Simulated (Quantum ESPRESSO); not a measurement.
# Work-function anisotropy of Ni, part 2 of 6

Wanted: work functions of Ni face by face, under two functionals.

Quantum ESPRESSO 7.5; plane-wave DFT, PBE, PseudoDojo norm-conserving pseudopotentials.

So far. Step 2 (Relaxation with pw.x of (111), PBE): The relaxation lowers the energy by 1 meV an atom. On the free atoms the largest force ends at 0.011 eV/Å.

**3. SCF with pw.x of (111), PBE**

Both faces of the slab are alike, so a plain periodic cell serves and symmetry is kept.

Level of this step: plane-wave DFT, PBE, PseudoDojo norm-conserving pseudopotentials (Quantum ESPRESSO 7.5).

File 111.pbe.in:

```
&control
  prefix = '111.pbe'
  outdir = './out'
  pseudo_dir = './pseudo'
  calculation = 'scf'
  tprnfor = .true.
/
&system
  ibrav = 0
  nat = 5
  ntyp = 1
  ecutwfc = 90
  ecutrho = 360
  occupations = 'smearing'
  smearing = 'mv'
  degauss = 0.02
  nspin = 2
  starting_magnetization(1) = 0.12
/
&electrons
  conv_thr = 1e-07
  mixing_beta = 0.4
  electron_maxstep = 120
  mixing_mode = 'local-TF'
/
ATOMIC_SPECIES
  Ni  58.6934  Ni.dojo-sr-pbe-0.4.1-standard.upf
CELL_PARAMETERS angstrom
  2.48901586977665 0.00000000000000 0.00000000000000
  1.24450793488832 2.15555097364920 0.00000000000000
  0.00000000000000 0.00000000000000 24.12909179018993
ATOMIC_POSITIONS crystal
  Ni  0.666666666700 0.666666666700 0.333065296600
  Ni  0.000000000000 0.000000000000 0.415919050000
  Ni  0.333333333300 0.333333333300 0.500000000000
  Ni  0.666666666700 0.666666666700 0.584080950000
  Ni  0.000000000000 0.000000000000 0.666934703400
K_POINTS automatic
  12 12 1 0 0 0
```

Started as:

```console
OMP_NUM_THREADS=1 mpirun -n 4 pw.x -nk 4 -in 111.pbe.in > 111.pbe.out
```

What it wrote:

```text
[banner, memory and clock lines left out]
Program PWSCF v.7.5 starts
[citation notice left out]

[...]
Message from routine setup:
[...]
bravais-lattice index     =            0
     lattice parameter (alat)  =       4.7036  a.u.
     unit-cell volume          =     873.6220 (a.u.)^3
     number of atoms/cell      =            5
     number of atomic types    =            1
     number of electrons       =        90.00
     number of Kohn-Sham states=           54
     kinetic-energy cutoff     =      90.0000  Ry
     charge density cutoff     =     360.0000  Ry
     scf convergence threshold =      1.0E-07
     mixing beta               =       0.4000
     number of iterations used =            8  local-TF  mixing
     Exchange-correlation= PBE
                           (   1   4   3   4   0   0   0)

[...]
PseudoPot. # 1 for Ni read from file:
     ./pseudo/Ni.dojo-sr-pbe-0.4.1-standard.upf
     Pseudo is Norm-conserving + core correction, Zval = 18.0
     Generated using ONCVPSP code by D. R. Hamann
     Using radial grid of 1372 points,  6 beta functions with:
                l(1) =   0
                l(2) =   0
                l(3) =   1
                l(4) =   1
                l(5) =   2
                l(6) =   2

     atomic species   valence    mass     pseudopotential
     Ni               18.00    58.69340     Ni( 1.00)

     Starting magnetic structure
     atomic species   magnetization
     Ni              0.120

     12 Sym. Ops., with inversion, found ( 6 have fractional translation)

[...]
number of k points=    19  Marzari-Vanderbilt smearing, width (Ry)=  0.0200
[...]
Dense  grid:   100829 G-vectors     FFT dimensions: (  30,  30, 288)

     Generating pointlists ...
     new r_m :   0.4080 (alat units)  1.9192 (a.u.) for type    1

     Initial potential from superposition of free atoms

     starting charge      89.9989, renormalised to      90.0000

     negative rho (up, down):  5.300E-06 4.164E-06
     Starting wfcs are   50 randomized atomic wfcs +    4 random wfcs

     per-process dynamical memory:   195.9 Mb

     Self-consistent Calculation

     iteration #  1     ecut=    90.00 Ry     beta= 0.40
     Davidson diagonalization with overlap
     ethr =  1.00E-02,  avg # of iterations =  4.3

     negative rho (up, down):  2.061E-08 2.083E-08

     total energy              =   -1677.75538395 Ry
     estimated scf accuracy    <       1.53422980 Ry

     total magnetization       =     4.56 Bohr mag/cell
     absolute magnetization    =     4.91 Bohr mag/cell

     iteration #  2     ecut=    90.00 Ry     beta= 0.40
[...]
total energy              =   -1677.77311501 Ry
     estimated scf accuracy    <       0.67115902 Ry

     total magnetization       =     4.01 Bohr mag/cell
     absolute magnetization    =     4.56 Bohr mag/cell

     iteration #  3     ecut=    90.00 Ry     beta= 0.40
[...]
total energy              =   -1677.79825666 Ry
     estimated scf accuracy    <       1.20187629 Ry

     total magnetization       =     3.91 Bohr mag/cell
     absolute magnetization    =     4.50 Bohr mag/cell

     iteration #  4     ecut=    90.00 Ry     beta= 0.40
[...]
total energy              =   -1677.81241381 Ry
     estimated scf accuracy    <       0.08845423 Ry

     total magnetization       =     3.56 Bohr mag/cell
     absolute magnetization    =     4.19 Bohr mag/cell

     iteration #  5     ecut=    90.00 Ry     beta= 0.40
[...]
total energy              =   -1677.81196818 Ry
     estimated scf accuracy    <       0.02344186 Ry

     total magnetization       =     3.50 Bohr mag/cell
     absolute magnetization    =     4.09 Bohr mag/cell

     iteration #  6     ecut=    90.00 Ry     beta= 0.40
[...]
total energy              =   -1677.80851614 Ry
     estimated scf accuracy    <       0.01655133 Ry

     total magnetization       =     3.49 Bohr mag/cell
     absolute magnetization    =     4.06 Bohr mag/cell

[...]
iteration # 14     ecut=    90.00 Ry     beta= 0.40
[...]
negative rho (up, down):  1.872E-04 1.681E-04

[...]
total energy              =   -1677.80772684 Ry
     estimated scf accuracy    <       0.00000847 Ry

     total magnetization       =     3.56 Bohr mag/cell
     absolute magnetization    =     4.12 Bohr mag/cell

     iteration # 15     ecut=    90.00 Ry     beta= 0.40
[...]
negative rho (up, down):  9.864E-05 8.786E-05

[...]
total energy              =   -1677.80772788 Ry
     estimated scf accuracy    <       0.00000150 Ry

     total magnetization       =     3.56 Bohr mag/cell
     absolute magnetization    =     4.12 Bohr mag/cell

     iteration # 16     ecut=    90.00 Ry     beta= 0.40
[...]
negative rho (up, down):  1.093E-05 9.391E-06

[...]
total energy              =   -1677.80772794 Ry
     estimated scf accuracy    <       0.00000050 Ry

     total magnetization       =     3.56 Bohr mag/cell
     absolute magnetization    =     4.12 Bohr mag/cell

     iteration # 17     ecut=    90.00 Ry     beta= 0.40
[...]
Magnetic moment per site  (integrated on atomic sphere of radius R)
     atom   1 (R=0.408)  charge= 16.5785  magn=  0.7694
     atom   2 (R=0.408)  charge= 16.6467  magn=  0.7666
     atom   3 (R=0.408)  charge= 16.6446  magn=  0.7233
     atom   4 (R=0.408)  charge= 16.6467  magn=  0.7666
     atom   5 (R=0.408)  charge= 16.5785  magn=  0.7694

[...]
End of self-consistent calculation

 ------ SPIN UP ------------

          k = 0.0000 0.0000 0.0000 ( 12575 PWs)   bands (ev):

   -98.7920 -98.7890 -98.7431 -98.5231 -98.5231 -59.2747 -59.2122 -59.1197
   -59.1035 -59.1035 -59.1014 -59.1014 -59.0410 -59.0410 -58.8920 -58.8920
   -58.8920 -58.8920 -58.8127 -58.8124  -3.8413  -2.9164  -1.5480  -0.3659
    -0.0073   2.2250   2.3099   2.4280   2.4280   2.4882   2.5052   2.5052
     2.5403   2.5403   2.7204   2.7204   2.7697   2.7697   2.8748   3.5867
     3.5867   3.6089   3.6089   3.8444   3.8444   4.1291   4.1291   4.2414
     4.2414   4.4776   5.1459   9.5515   9.8784  10.5245

          k = 0.0000 0.0962 0.0000 ( 12487 PWs)   bands (ev):

   -98.7904 -98.7875 -98.7418 -98.5217 -98.5217 -59.2711 -59.2113 -59.1267
   -59.1144 -59.1064 -59.1063 -59.1042 -59.0513 -59.0434 -58.9027 -58.9027
   -58.8947 -58.8946 -58.8116 -58.8113  -3.6034  -2.6873  -1.3334  -0.1716
     0.1563   2.0860   2.1878   2.3732   2.4034   2.4774   2.4991   2.5508
     2.5930   2.6329   2.6944   2.7144   2.7781   2.8010   2.8642   3.4729
     3.4845   3.6463   3.6476   3.6606   3.7851   3.8537   4.1310   4.1582
     4.2468   5.1424   5.9079   9.7630  10.1060  10.7196

[...]
the Fermi energy is     4.9608 ev

!    total energy              =   -1677.80772811 Ry
     estimated scf accuracy    <       0.00000003 Ry
     smearing contrib. (-TS)   =      -0.00020508 Ry
     internal energy E=F+TS    =   -1677.80752303 Ry

     The total energy is F=E-TS. E is the sum of the following terms:
     one-electron contribution =  -14791.81592778 Ry
     hartree contribution      =    7411.04317548 Ry
     xc contribution           =    -214.13951123 Ry
     ewald contribution        =    5917.10474050 Ry

     total magnetization       =     3.56 Bohr mag/cell
     absolute magnetization    =     4.12 Bohr mag/cell

     convergence has been achieved in  17 iterations

     Forces acting on atoms (cartesian axes, Ry/au):

     atom    1 type  1   force =     0.00000000    0.00000000   -0.00059705
     atom    2 type  1   force =     0.00000000    0.00000000    0.00005715
     atom    3 type  1   force =     0.00000000    0.00000000    0.00000000
     atom    4 type  1   force =     0.00000000    0.00000000   -0.00005715
     atom    5 type  1   force =     0.00000000   -0.00000000    0.00059705

     Total force =     0.000848     Total SCF correction =     0.001040
     SCF correction compared to forces is large: reduce conv_thr to get better values

[...]
```

Wall time 2.6 min (4 MPI ranks of Arm Neoverse V2, shared host); peak memory 1.1 GiB.

This step gave:

| Quantity | Value |
| --- | --- |
| free energy | -22827.7371 eV |
| Fermi energy | 4.961 eV |
| magnetization | 3.56 μB |
| absolute magnetization | 4.12 μB |
| site moments | 0.7694, 0.7666, 0.7233, 0.7666, 0.7694 μB |

**4. Electrostatic potential of (111)**

plot_num = 11 writes the bare and Hartree potential. It leaves out exchange and correlation, which fade slowly, so it flattens close to the surface.

File 111.pbe.pot.in:

```
&inputpp
  prefix = '111.pbe'
  outdir = './out'
  filplot = '111.pbe.pot.dat'
  plot_num = 11
/
```

Started as:

```console
OMP_NUM_THREADS=1 mpirun -n 4 pp.x -in 111.pbe.pot.in > 111.pbe.pot.out
```

What it wrote:

```text
[banner, memory and clock lines left out]
Program POST-PROC v.7.5 starts

          URL

     ./out/111.pbe.save/

     IMPORTANT: XC functional enforced from input :
     Exchange-correlation= PBE
                           (   1   4   3   4   0   0   0)
     Any further DFT definition will be discarded
     Please, verify this is what you really want

     Calling punch_plot, plot_num =  11
     Writing data to file  111.pbe.pot.dat
     Message from routine chdens:
     namelist plot not found or invalid, exiting
```

The job ended after 0.77 s (4 MPI ranks; peak memory 0.09 GiB).

This step gave:

- work function of the upper face: 5.031 eV
- slope of the potential above: 1.52e-4 eV/Å
- upper vacuum line continued to the top atoms, over the Fermi level: 5.030 eV
- work function of the lower face: 5.031 eV
- slope of the potential below: -1.10e-4 eV/Å
- lower vacuum line continued to the bottom atoms, over the Fermi level: 5.031 eV

The potential energy, planar mean oscillates, so the rows of the table below give means over windows of 2.01 Å about each position, cut where the curve ends. Its maxima inside the range that stand out by 2 % of the span (Å: eV): 9.0: -0.529, 11.1: -0.369, 13.1: -0.369, 15.1: -0.529. Its minima: 8.0: -28.1, 10.1: -28.2, 12.1: -28.2, 14.1: -28.2, 16.1: -28.1.

Electrostatic potential energy of an electron; zero at the Fermi level. The potential energy, planar mean by z; means over each step:

```
z (Å)  potential energy, planar mean (eV)
 1.00                                5.03
 3.01                                5.03
 5.02                                4.98
 7.03                               -3.64
 9.04                               -11.6
11.05                               -11.2
13.06                               -11.2
15.07                               -11.6
17.08                               -3.79
19.09                                4.98
21.10                                5.03
23.11                                5.03
```

**5. SCF with pw.x of (111), PBEsol**

The same atoms under a second functional.

Level of this step: plane-wave DFT, PBEsol, PseudoDojo norm-conserving pseudopotentials (Quantum ESPRESSO 7.5).

111.pbesol.in is the input of step 3 with these lines changed:

```diff
@@ -1,3 +1,3 @@
 &control
-  prefix = '111.pbe'
+  prefix = '111.pbesol'
   outdir = './out'
@@ -26,3 +26,3 @@
 ATOMIC_SPECIES
-  Ni  58.6934  Ni.dojo-sr-pbe-0.4.1-standard.upf
+  Ni  58.6934  Ni.dojo-sr-pbesol-0.4.1-standard.upf
 CELL_PARAMETERS angstrom
```

Started as:

```console
OMP_NUM_THREADS=1 mpirun -n 4 pw.x -nk 4 -in 111.pbesol.in > 111.pbesol.out
```

What it wrote:

```text
[banner, memory and clock lines left out]
Program PWSCF v.7.5 starts
[...]
Message from routine setup:
[...]
number of electrons       =        90.00
     number of Kohn-Sham states=           54
     kinetic-energy cutoff     =      90.0000  Ry
     charge density cutoff     =     360.0000  Ry
[...]
number of k points=    19  Marzari-Vanderbilt smearing, width (Ry)=  0.0200
[...]
Dense  grid:   100829 G-vectors     FFT dimensions: (  30,  30, 288)
[...]
negative rho (up, down):  5.266E-06 4.138E-06
     Starting wfcs are   50 randomized atomic wfcs +    4 random wfcs
[...]
estimated scf accuracy    <       1.41883938 Ry
     total magnetization       =     4.61 Bohr mag/cell
     absolute magnetization    =     4.95 Bohr mag/cell
[...]
estimated scf accuracy    <       0.65862745 Ry
     total magnetization       =     4.04 Bohr mag/cell
     absolute magnetization    =     4.57 Bohr mag/cell
[...]
estimated scf accuracy    <       1.17419226 Ry
     total magnetization       =     3.93 Bohr mag/cell
     absolute magnetization    =     4.48 Bohr mag/cell
[...]
estimated scf accuracy    <       0.05823255 Ry
     total magnetization       =     3.54 Bohr mag/cell
     absolute magnetization    =     4.12 Bohr mag/cell
[...]
estimated scf accuracy    <       0.01833369 Ry
     total magnetization       =     3.50 Bohr mag/cell
     absolute magnetization    =     4.05 Bohr mag/cell
[...]
estimated scf accuracy    <       0.01484443 Ry
     total magnetization       =     3.49 Bohr mag/cell
     absolute magnetization    =     4.02 Bohr mag/cell
[...]
estimated scf accuracy    <       0.01638170 Ry
     total magnetization       =     3.46 Bohr mag/cell
     absolute magnetization    =     3.93 Bohr mag/cell
[...]
negative rho (up, down):  1.466E-06 0.000E+00
[...]
estimated scf accuracy    <       0.00526634 Ry
     total magnetization       =     3.54 Bohr mag/cell
     absolute magnetization    =     4.00 Bohr mag/cell
[...]
negative rho (up, down):  2.461E-03 2.072E-03
[...]
estimated scf accuracy    <       0.00274338 Ry
     total magnetization       =     3.55 Bohr mag/cell
     absolute magnetization    =     4.04 Bohr mag/cell
[...]
negative rho (up, down):  3.435E-03 3.209E-03
[...]
estimated scf accuracy    <       0.00118357 Ry
     total magnetization       =     3.55 Bohr mag/cell
     absolute magnetization    =     4.07 Bohr mag/cell
[...]
negative rho (up, down):  3.963E-03 3.701E-03
[...]
estimated scf accuracy    <       0.00064517 Ry
     total magnetization       =     3.55 Bohr mag/cell
     absolute magnetization    =     4.09 Bohr mag/cell
[...]
negative rho (up, down):  1.378E-03 1.306E-03
[...]
estimated scf accuracy    <       0.00015293 Ry
     total magnetization       =     3.54 Bohr mag/cell
     absolute magnetization    =     4.08 Bohr mag/cell
[...]
negative rho (up, down):  8.350E-04 7.853E-04
[...]
estimated scf accuracy    <       0.00002313 Ry
     total magnetization       =     3.54 Bohr mag/cell
     absolute magnetization    =     4.06 Bohr mag/cell
[...]
negative rho (up, down):  2.317E-04 2.093E-04
[...]
estimated scf accuracy    <       0.00000797 Ry
     total magnetization       =     3.54 Bohr mag/cell
     absolute magnetization    =     4.06 Bohr mag/cell
[...]
negative rho (up, down):  6.916E-05 6.232E-05
[...]
estimated scf accuracy    <       0.00000114 Ry
     total magnetization       =     3.55 Bohr mag/cell
     absolute magnetization    =     4.06 Bohr mag/cell
[...]
negative rho (up, down):  1.292E-05 1.128E-05
[...]
estimated scf accuracy    <       0.00000063 Ry
     total magnetization       =     3.54 Bohr mag/cell
     absolute magnetization    =     4.06 Bohr mag/cell
[...]
the Fermi energy is     4.7993 ev
!    total energy              =   -1676.38862966 Ry
     estimated scf accuracy    <       0.00000004 Ry
     smearing contrib. (-TS)   =      -0.00003885 Ry
     internal energy E=F+TS    =   -1676.38859080 Ry
[...]
one-electron contribution =  -14791.37868458 Ry
     hartree contribution      =    7409.94110865 Ry
     xc contribution           =    -212.05575537 Ry
     ewald contribution        =    5917.10474050 Ry
     total magnetization       =     3.54 Bohr mag/cell
     absolute magnetization    =     4.06 Bohr mag/cell
     convergence has been achieved in  17 iterations
[...]
Total force =     0.017768     Total SCF correction =     0.001716
[...]
```

The job ended after 2.6 min (4 MPI ranks; peak memory 1.1 GiB).

Numbers from this step:

* free energy: -22808.4293 eV
* Fermi energy: 4.799 eV
* magnetization: 3.54 μB
* absolute magnetization: 4.06 μB
* site moments: 0.7621, 0.7613, 0.7183, 0.7613, 0.7621 μB

**6. Electrostatic potential of (111)**

File 111.pbesol.pot.in:

```
&inputpp
  prefix = '111.pbesol'
  outdir = './out'
  filplot = '111.pbesol.pot.dat'
  plot_num = 11
/
```

Started as:

```console
OMP_NUM_THREADS=1 mpirun -n 4 pp.x -in 111.pbesol.pot.in > 111.pbesol.pot.out
```

Run time: 0.77 s. Hardware: 4 MPI ranks; peak memory 0.11 GiB; 2.7 s of CPU time.

Read from the output:

- work function of the upper face: 5.174 eV
- slope of the potential above: 1.26e-4 eV/Å
- upper vacuum line continued to the top atoms, over the Fermi level: 5.173 eV
- work function of the lower face: 5.174 eV
- slope of the potential below: -9.11e-5 eV/Å
- lower vacuum line continued to the bottom atoms, over the Fermi level: 5.173 eV

On (111) the work function under PBEsol lies +0.14 eV from PBE's.

[end of part 2 of 6]

[Logs are printed without paths, hosts, clocks, repeated set-up lines and the standing remarks that a program may print on its own settings, such as how far it seeks lower states.]

[Hosts, paths, dates, database ids (printed as entryN), source tags and the programs' standing remarks are cut or masked in the printed files.]

[Maps of the electrostatic potential energy from Ansatz leave out the sawtooth potential of an applied field or a dipole correction, so their vacuum need not be flat; planar profiles and work functions include it.]
